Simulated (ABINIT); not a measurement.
**Cs2InAgCl6 (Fm-3m): changed settings of a GW run in ABINIT**

Aim: change inputs of a GW run on Cs2InAgCl6 (Fm-3m) and see what moves.

Method: PBEsol and many-body steps on it, plane waves, in ABINIT 10.8.3.

**1. The starting structure**

The structure is cubic, space group Fm-3m (No. 225). The conventional cell has a = 10.469 Å, b = 10.469 Å, c = 10.469 Å, α = 90.00°, β = 90.00°, γ = 90.00°. Cs has 12 Cl at 3.70 Å nearest. Nearest to In lie 6 Cl at 2.51 Å. Nearest to Ag lie 6 Cl at 2.72 Å. Cl has 1 In at 2.51 Å and 1 Ag at 2.72 Å and 4 Cs at 3.70 Å nearest. Farther neighbours and most contacts between anions are not listed.

Coordinates:

```cif
data_structure
_symmetry_space_group_name_H-M 'P 1'
_symmetry_Int_Tables_number 1
_cell_length_a 7.4027
_cell_length_b 7.4027
_cell_length_c 7.4027
_cell_angle_alpha 60.000
_cell_angle_beta 60.000
_cell_angle_gamma 60.000
_cell_volume 286.85
loop_
_atom_site_label
_atom_site_type_symbol
_atom_site_fract_x
_atom_site_fract_y
_atom_site_fract_z
_atom_site_occupancy
Cs1 Cs 0.25000 0.25000 0.25000 1
Cs2 Cs 0.75000 0.75000 0.75000 1
In3 In 0.00000 0.00000 0.00000 1
Ag4 Ag 0.50000 0.50000 0.50000 1
Cl5 Cl 0.76021 0.23979 0.23979 1
Cl6 Cl 0.23979 0.76021 0.23979 1
Cl7 Cl 0.23979 0.76021 0.76021 1
Cl8 Cl 0.76021 0.23979 0.76021 1
Cl9 Cl 0.23979 0.23979 0.76021 1
Cl10 Cl 0.76021 0.76021 0.23979 1
```

The cell and positions come from the Crystallography Open Database and are kept as given unless a step says otherwise. Spin-orbit coupling is left out unless a step names it.

**2. Screening, 2×2×2 mesh, 262 bands, screening to 122.5 eV**

This step: ABINIT 10.8.3; RPA screening on PBEsol, plane waves, norm-conserving pseudopotentials.

The RPA dielectric matrix is built and inverted for each q.

run.abi

```
acell 3*1.0 Angstrom
rprim 
  0.000000000000 5.234500000000 5.234500000000
  5.234500000000 0.000000000000 5.234500000000
  5.234500000000 5.234500000000 0.000000000000
ntypat 4
znucl 55 49 47 17
natom 10
typat 1 1 2 3 4 4 4 4 4 4
xred 
  0.250000000000 0.250000000000 0.250000000000
  0.750000000000 0.750000000000 0.750000000000
  0.000000000000 0.000000000000 0.000000000000
  0.500000000000 0.500000000000 0.500000000000
  0.760210000000 0.239790000000 0.239790000000
  0.239790000000 0.760210000000 0.239790000000
  0.239790000000 0.760210000000 0.760210000000
  0.760210000000 0.239790000000 0.760210000000
  0.239790000000 0.239790000000 0.760210000000
  0.760210000000 0.760210000000 0.239790000000
pp_dirpath "pseudos"
pseudos "Cs.upf, In.upf, Ag.upf, Cl.upf"
ecut 37
ngkpt 2 2 2
nshiftk 1
shiftk 0 0 0
kptopt 1
chksymbreak 0
istwfk *1
occopt 1
irdwfk 1
optdriver 3
nband 262
ecuteps 4.5
inclvkb 2
awtr 1
symchi 1
indata_prefix "in"
outdata_prefix "out"
tmpdata_prefix "tmp"
```

Launch:

```console
OMP_NUM_THREADS=1 mpirun -n 8 abinit run.abi > log
```

What it wrote:

```text
.Version 10.8.3 of ABINIT. v10.8.2 released Aug 2026.

 Symmetries : space group Fm -3 m (#225); Bravais cF (face-center cubic)
[... echo of the input left out ...]
== DATASET  1 ==================================================================
-   mpi_nproc: 8, omp_nthreads: 1 (-1 if OMP is not activated)

--- !DatasetInfo
iteration_state: {dtset: 1, }
dimensions: {natom: 10, nkpt: 3, mband: 262, nsppol: 1, nspinor: 1, nspden: 1, mpw: 20827, }
cutoff_energies: {ecut:  37.0, pawecutdg:  -1.0, }
electrons: {nelect:   9.20000000E+01, charge:   0.00000000E+00, occopt:   1.00000000E+00, tsmear:   1.00000000E-02, }

 SCREENING: Calculation of the susceptibility and dielectric matrices

 Based on a program developped by R.W. Godby, V. Olevano, G. Onida, and L. Reining.
 Incorporated in ABINIT by V. Olevano, G.-M. Rignanese, and M. Torrent.
.Using double precision arithmetic ; gwpc =  8

[... cell and pseudopotentials left out ...]
--------------------------------------------------------------------------------

 ==== K-mesh for the wavefunctions ====
 Number of points in the irreducible wedge :     3
[... list of points left out ...]
 Together with 48 symmetry operations and time-reversal symmetry
 yields     8 points in the full Brillouin Zone.

 ==== Q-mesh for the screening function ====
 Number of points in the irreducible wedge :     3
[... list of points left out ...]
 Together with 48 symmetry operations and time-reversal symmetry
 yields     8 points in the full Brillouin Zone.

 setmesh: FFT mesh size selected  =    54x   54x   54
          total number of points  =       157464

 vcoul_init : cutoff-mode = AUXILIARY_FUNCTION
 q-points for optical limit:   1
     1)      0.000010    0.000020    0.000030

- screening: taking advantage of time-reversal symmetry
- Maximum band index for partially occupied states nbvw = 46
- Remaining bands to be divided among processors   nbcw = 216
- Number of bands treated by each node ~27

 Number of electrons calculated from density =   92.0000; Expected =   92.0000
 average of density, n =  0.047526
 r_s =    1.7126
 omega_plasma =   21.0292 [eV]

 calculating chi0 at frequencies [eV] :
  1    0.000000E+00    0.000000E+00
  2    0.000000E+00    2.102923E+01

--------------------------------------------------------------------------------
  q-point number  1        q = ( 0.000000, 0.000000, 0.000000) [r.l.u.]
--------------------------------------------------------------------------------
[... chi0 elements left out ...]
 For q-point:  0.000010 0.000020 0.000030
  dielectric constant =   4.0723
  dielectric constant without local fields =   4.5835

  Average fulfillment of the sum rule on Im[epsilon] for q-point    1 :     59.56  [%]
[... wings left out ...]
  q-point number  2        q = ( 0.500000, 0.000000, 0.000000) [r.l.u.]
--------------------------------------------------------------------------------
[... chi0 elements left out ...]
  Average fulfillment of the sum rule on Im[epsilon] for q-point    2 :     64.58  [%]

 [... 1 further q-points ...]
```

It took 4.4 min on 8 MPI ranks of Intel Xeon Platinum 8488C (Sapphire Rapids), shared host; peak memory 9.5 GiB.

This step gave:

```yaml
eps_infinity_with_local_fields_on_this_mesh_along_the_program_s_q_direction: 4.072
the_same_without_local_fields: 4.583
plasma_frequency: 21.03 eV
plane_waves_in_the_screening_matrix: 893
```

Local fields lower ε∞ by 11 %. On a Γ-centred mesh this coarse the value itself is usually too large, while a short band sum pulls it down.

**3. Base**

The self-energy is evaluated for the states that the input lists, and the levels follow from it, in one-shot runs by the linearised quasiparticle equation.

This step: G0W0 on PBEsol, plane waves, norm-conserving pseudopotentials.

run.abi: that of step 2 with these lines changed.

```diff
@@ -31,8 +31,15 @@
 irdwfk 1
-optdriver 3
+optdriver 4
 nband 262
+gwcalctyp 0
+ecutsigx 37
+symsigma 1
+nkptgw 1
+kptgw 
+  0.0000000000 0.0000000000 0.0000000000
+bdgw 
+  45 48
 ecuteps 4.5
-inclvkb 2
-awtr 1
-symchi 1
+irdscr 1
+ppmodel 1
 indata_prefix "in"
```

What it wrote:

```text
.Version 10.8.3 of ABINIT. v10.8.2 released Aug 2026.

 Symmetries : space group Fm -3 m (#225); Bravais cF (face-center cubic)
[... echo of the input left out ...]
== DATASET  1 ==================================================================
-   mpi_nproc: 8, omp_nthreads: 1 (-1 if OMP is not activated)

--- !DatasetInfo
iteration_state: {dtset: 1, }
dimensions: {natom: 10, nkpt: 3, mband: 262, nsppol: 1, nspinor: 1, nspden: 1, mpw: 20827, }
cutoff_energies: {ecut:  37.0, pawecutdg:  -1.0, }
electrons: {nelect:   9.20000000E+01, charge:   0.00000000E+00, occopt:   1.00000000E+00, tsmear:   1.00000000E-02, }

 SIGMA: Calculation of the GW corrections

 Based on a program developped by R.W. Godby, V. Olevano, G. Onida, and L. Reining.
 Incorporated in ABINIT by V. Olevano, G.-M. Rignanese, and M. Torrent.
.Using double precision arithmetic ; gwpc =  8

[... cell and pseudopotentials left out ...]
--------------------------------------------------------------------------------

 ==== K-mesh for the wavefunctions ====
 Number of points in the irreducible wedge :     3
[... list of points left out ...]
 Together with 48 symmetry operations and time-reversal symmetry
 yields     8 points in the full Brillouin Zone.

 ==== Q-mesh for screening function ====
 Number of points in the irreducible wedge :     3
[... list of points left out ...]
 Together with 48 symmetry operations and time-reversal symmetry
 yields     8 points in the full Brillouin Zone.

 vcoul_init : cutoff-mode = AUXILIARY_FUNCTION
 q-points for optical limit:   1
     1)      0.000010    0.000020    0.000030
 setmesh: FFT mesh size selected  =    80x   80x   80
          total number of points  =       512000

 Number of electrons calculated from density =   92.0000; Expected =   92.0000
 average of density, n =  0.047526
 r_s =    1.7126
 omega_plasma =   21.0292 [eV]

 === KS Band Gaps ===
  >>>> For spin  1
   Minimum direct gap =   1.0385 [eV], located at k-point      :   0.0000  0.0000  0.0000
   Fundamental gap    =   1.0385 [eV], Top of valence bands at :   0.0000  0.0000  0.0000
                                       Bottom of conduction at :   0.0000  0.0000  0.0000
 SIGMA fundamental parameters:
 PLASMON POLE MODEL  1
 number of plane-waves for SigmaX                20827
 number of plane-waves for SigmaC and W            893
 number of plane-waves for wavefunctions         20827
 number of bands                                   262
 number of independent spin polarizations            1
 number of spinorial components                      1
 number of k-points in IBZ                           3
 number of q-points in IBZ                           3
 number of symmetry operations                      48
 number of k-points in BZ                            8
 number of q-points in BZ                            8
 number of frequencies for dSigma/dE                 9
 frequency step for dSigma/dE [eV]                0.25
 number of omega for Sigma on real axis              0
 max omega for Sigma on real axis  [eV]           0.00
 zcut for avoiding poles [eV]                     0.10

 EPSILON^-1 parameters (SCR file):
 dimension of the eps^-1 matrix on file            893
 dimension of the eps^-1 matrix used               893
 number of plane-waves for wavefunctions         20827
 number of bands                                   262
 number of q-points in IBZ                           3
 number of frequencies                               2
 number of real frequencies                          1
 number of imag frequencies                          1

 matrix elements of self-energy operator (all in [eV])

 Perturbative Calculation

--- !SelfEnergy_ee
iteration_state: {dtset: 1, }
kpoint     : [   0.000,    0.000,    0.000, ]
spin       : 1
KS_gap     :    1.039
QP_gap     :    2.629
Delta_QP_KS:    1.590
data: !SigmaeeData |
     Band     E0 <VxcDFT>   SigX SigC(E0)      Z dSigC/dE  Sig(E)    E-E0       E
       45   2.000 -20.134 -24.310   3.634   0.789  -0.268 -20.561  -0.427   1.573
       46   2.000 -20.134 -24.310   3.634   0.789  -0.268 -20.561  -0.427   1.573
       47   3.039 -12.327  -8.154  -2.764   0.825  -0.212 -11.165   1.163   4.202
       48   7.082  -7.675  -3.449  -3.181   0.855  -0.170  -6.782   0.894   7.976

== END DATASET(S) ==============================================================
================================================================================

 -outvars: echo values of variables after computation  --------
           etotal      0.0000000000E+00
            nband         262
             nkpt           3
          spgroup         225
 [... the other variables as echoed above ...]

 Calculation completed.
```

Run time: 27 s. Hardware: 8 MPI ranks; peak memory 5.4 GiB.

This step gave:

| Item | Value |
| --- | --- |
| G0W0 gap on the points computed | 2.629 eV |
| starting gap on the mesh | 1.038 eV |
| k of the valence top | 0, 0, 0 |
| k of the conduction bottom | 0, 0, 0 |
| Z at the valence top | 0.789 |
| Z at the conduction bottom | 0.825 |
| least direct G0W0 gap on the computed points | 2.629 eV |

The gap on the mesh goes from 1.04 eV to 2.63 eV, a correction of +1.59 eV.

**4. Coulomb singularity**

run.abi: that of step 3 with these lines changed.

```diff
@@ -44,2 +44,3 @@
 ppmodel 1
+gw_icutcoul 3
 indata_prefix "in"
```

What it wrote:

```text
.Version 10.8.3 of ABINIT. v10.8.2 released Aug 2026.

 Symmetries : space group Fm -3 m (#225); Bravais cF (face-center cubic)
[... echo of the input left out ...]
== DATASET  1 ==================================================================
-   mpi_nproc: 8, omp_nthreads: 1 (-1 if OMP is not activated)

--- !DatasetInfo
iteration_state: {dtset: 1, }
dimensions: {natom: 10, nkpt: 3, mband: 262, nsppol: 1, nspinor: 1, nspden: 1, mpw: 20827, }
cutoff_energies: {ecut:  37.0, pawecutdg:  -1.0, }
electrons: {nelect:   9.20000000E+01, charge:   0.00000000E+00, occopt:   1.00000000E+00, tsmear:   1.00000000E-02, }

 SIGMA: Calculation of the GW corrections

 Based on a program developped by R.W. Godby, V. Olevano, G. Onida, and L. Reining.
 Incorporated in ABINIT by V. Olevano, G.-M. Rignanese, and M. Torrent.
.Using double precision arithmetic ; gwpc =  8

[... cell and pseudopotentials left out ...]
--------------------------------------------------------------------------------

 ==== K-mesh for the wavefunctions ====
 Number of points in the irreducible wedge :     3
[... list of points left out ...]
 Together with 48 symmetry operations and time-reversal symmetry
 yields     8 points in the full Brillouin Zone.

 ==== Q-mesh for screening function ====
 Number of points in the irreducible wedge :     3
[... list of points left out ...]
 Together with 48 symmetry operations and time-reversal symmetry
 yields     8 points in the full Brillouin Zone.

 vcoul_init : cutoff-mode = CRYSTAL
 q-points for optical limit:   1
     1)      0.000010    0.000020    0.000030
 setmesh: FFT mesh size selected  =    80x   80x   80
          total number of points  =       512000

 Number of electrons calculated from density =   92.0000; Expected =   92.0000
[...]
number of k-points in IBZ                           3
 number of q-points in IBZ                           3
 number of symmetry operations                      48
 number of k-points in BZ                            8
 number of q-points in BZ                            8
 number of frequencies for dSigma/dE                 9
 frequency step for dSigma/dE [eV]                0.25
 number of omega for Sigma on real axis              0
 max omega for Sigma on real axis  [eV]           0.00
 zcut for avoiding poles [eV]                     0.10

 EPSILON^-1 parameters (SCR file):
 dimension of the eps^-1 matrix on file            893
 dimension of the eps^-1 matrix used               893
 number of plane-waves for wavefunctions         20827
 number of bands                                   262
 number of q-points in IBZ                           3
 number of frequencies                               2
 number of real frequencies                          1
 number of imag frequencies                          1

 matrix elements of self-energy operator (all in [eV])

 Perturbative Calculation

--- !SelfEnergy_ee
iteration_state: {dtset: 1, }
kpoint     : [   0.000,    0.000,    0.000, ]
spin       : 1
KS_gap     :    1.039
QP_gap     :    2.620
Delta_QP_KS:    1.581
data: !SigmaeeData |
     Band     E0 <VxcDFT>   SigX SigC(E0)      Z dSigC/dE  Sig(E)    E-E0       E
       45   2.000 -20.134 -24.252   3.612   0.790  -0.267 -20.533  -0.399   1.602
       46   2.000 -20.134 -24.252   3.612   0.790  -0.267 -20.533  -0.399   1.602
       47   3.039 -12.327  -8.154  -2.742   0.826  -0.211 -11.145   1.182   4.221
       48   7.082  -7.675  -3.449  -3.159   0.856  -0.168  -6.762   0.914   7.995

== END DATASET(S) ==============================================================
================================================================================

 -outvars: echo values of variables after computation  --------
           etotal      0.0000000000E+00
            nband         262
             nkpt           3
          spgroup         225
 [... the other variables as echoed above ...]

 Calculation completed.
```

Wall time 27 s (8 MPI ranks); peak memory 5.3 GiB.

This step gave:

| Item | Value |
| --- | --- |
| G0W0 gap on the points computed | 2.619 eV |
| starting gap on the mesh | 1.038 eV |
| k of the valence top | 0, 0, 0 |
| k of the conduction bottom | 0, 0, 0 |
| Z at the valence top | 0.79 |
| Z at the conduction bottom | 0.826 |
| least direct G0W0 gap on the computed points | 2.619 eV |

Against G0W0 in ABINIT (2×2×2 mesh, 262 bands, screening to 122.5 eV, Godby-Needs plasmon pole), the gap moves by −0.010 eV.

**5. Side by side**

Times are wall times on 8 MPI ranks of Intel Xeon Platinum 8488C (Sapphire Rapids), shared host, good to a factor of about two. A run's time includes the screening step that it read.

```csv
run,mesh,bands,screening cutoff (eV),DFT gap (eV),gap on the mesh (eV),direct (eV),ε∞ used,time
base,2×2×2,262,122.5,1.038,2.629,2.629,4.07,4.8 min
Coulomb singularity,2×2×2,262,122.5,1.038,2.619,2.619,4.07,4.8 min
```

**6. Outcome**

* base: 2.629 eV
* Coulomb singularity: 2.619 eV
* known limits: not at the basis limit; exchange with frozen shells missing; d shell near the gap, gap tends to lie low; no spin-orbit coupling; coarse k mesh

Coulomb singularity: −0.010 eV against base (keys changed: gw_icutcoul). Bands and cutoff are finite, so the gap is not at the basis limit. The miss can reach some tenths of an eV and take either sign; the mesh is an error of its own. In the G0W0 runs levels were corrected at 1 k point alone, so a gap called «on the mesh» is the least over those, and an edge elsewhere would be missed. The 2×2×2 mesh is coarse for this cell, which bears on the long-range parts of exchange and screening. The norm-conserving file of at least one element keeps a d shell over frozen s and p shells of the same row. Exchange with those shells is missing from the self-energy, an error of 0.3 to 0.9 eV in cases checked, whose sign depends on which edge lies on those atoms. A d shell, filled or nearly so, lies near the gap. One-shot GW converges very slowly in bands there, not always from below, and on a semilocal start the gap tends to come out low; starts rich in exact exchange can overshoot instead. The many-body steps are scalar-relativistic: spin-orbit coupling is not in them.

[Paths, hosts, dates, memory and timing lines, banners, echoed tables and standing remarks are left out of the program output.]

[Logs are printed without paths, hosts, clocks, repeated set-up lines and the standing remarks that a program may print on its own settings, such as how far it seeks lower states.]

[Runs of the session that timed out or met a known fault of the program may be left out.]

[Hosts, paths, dates, database ids (printed as entryN), source tags and the programs' standing remarks are cut or masked in the printed files.]

[G0W0 gaps are taken among the corrected bands and points alone; a level outside them can change the order at an edge.]

[Where Ansatz stands beside ABINIT at settings called matched, ABINIT's density can come from a denser mesh and the files from another edition; pairs whose starting gaps differed by over 0.03 eV were left out, so agreement reads better than it is.]
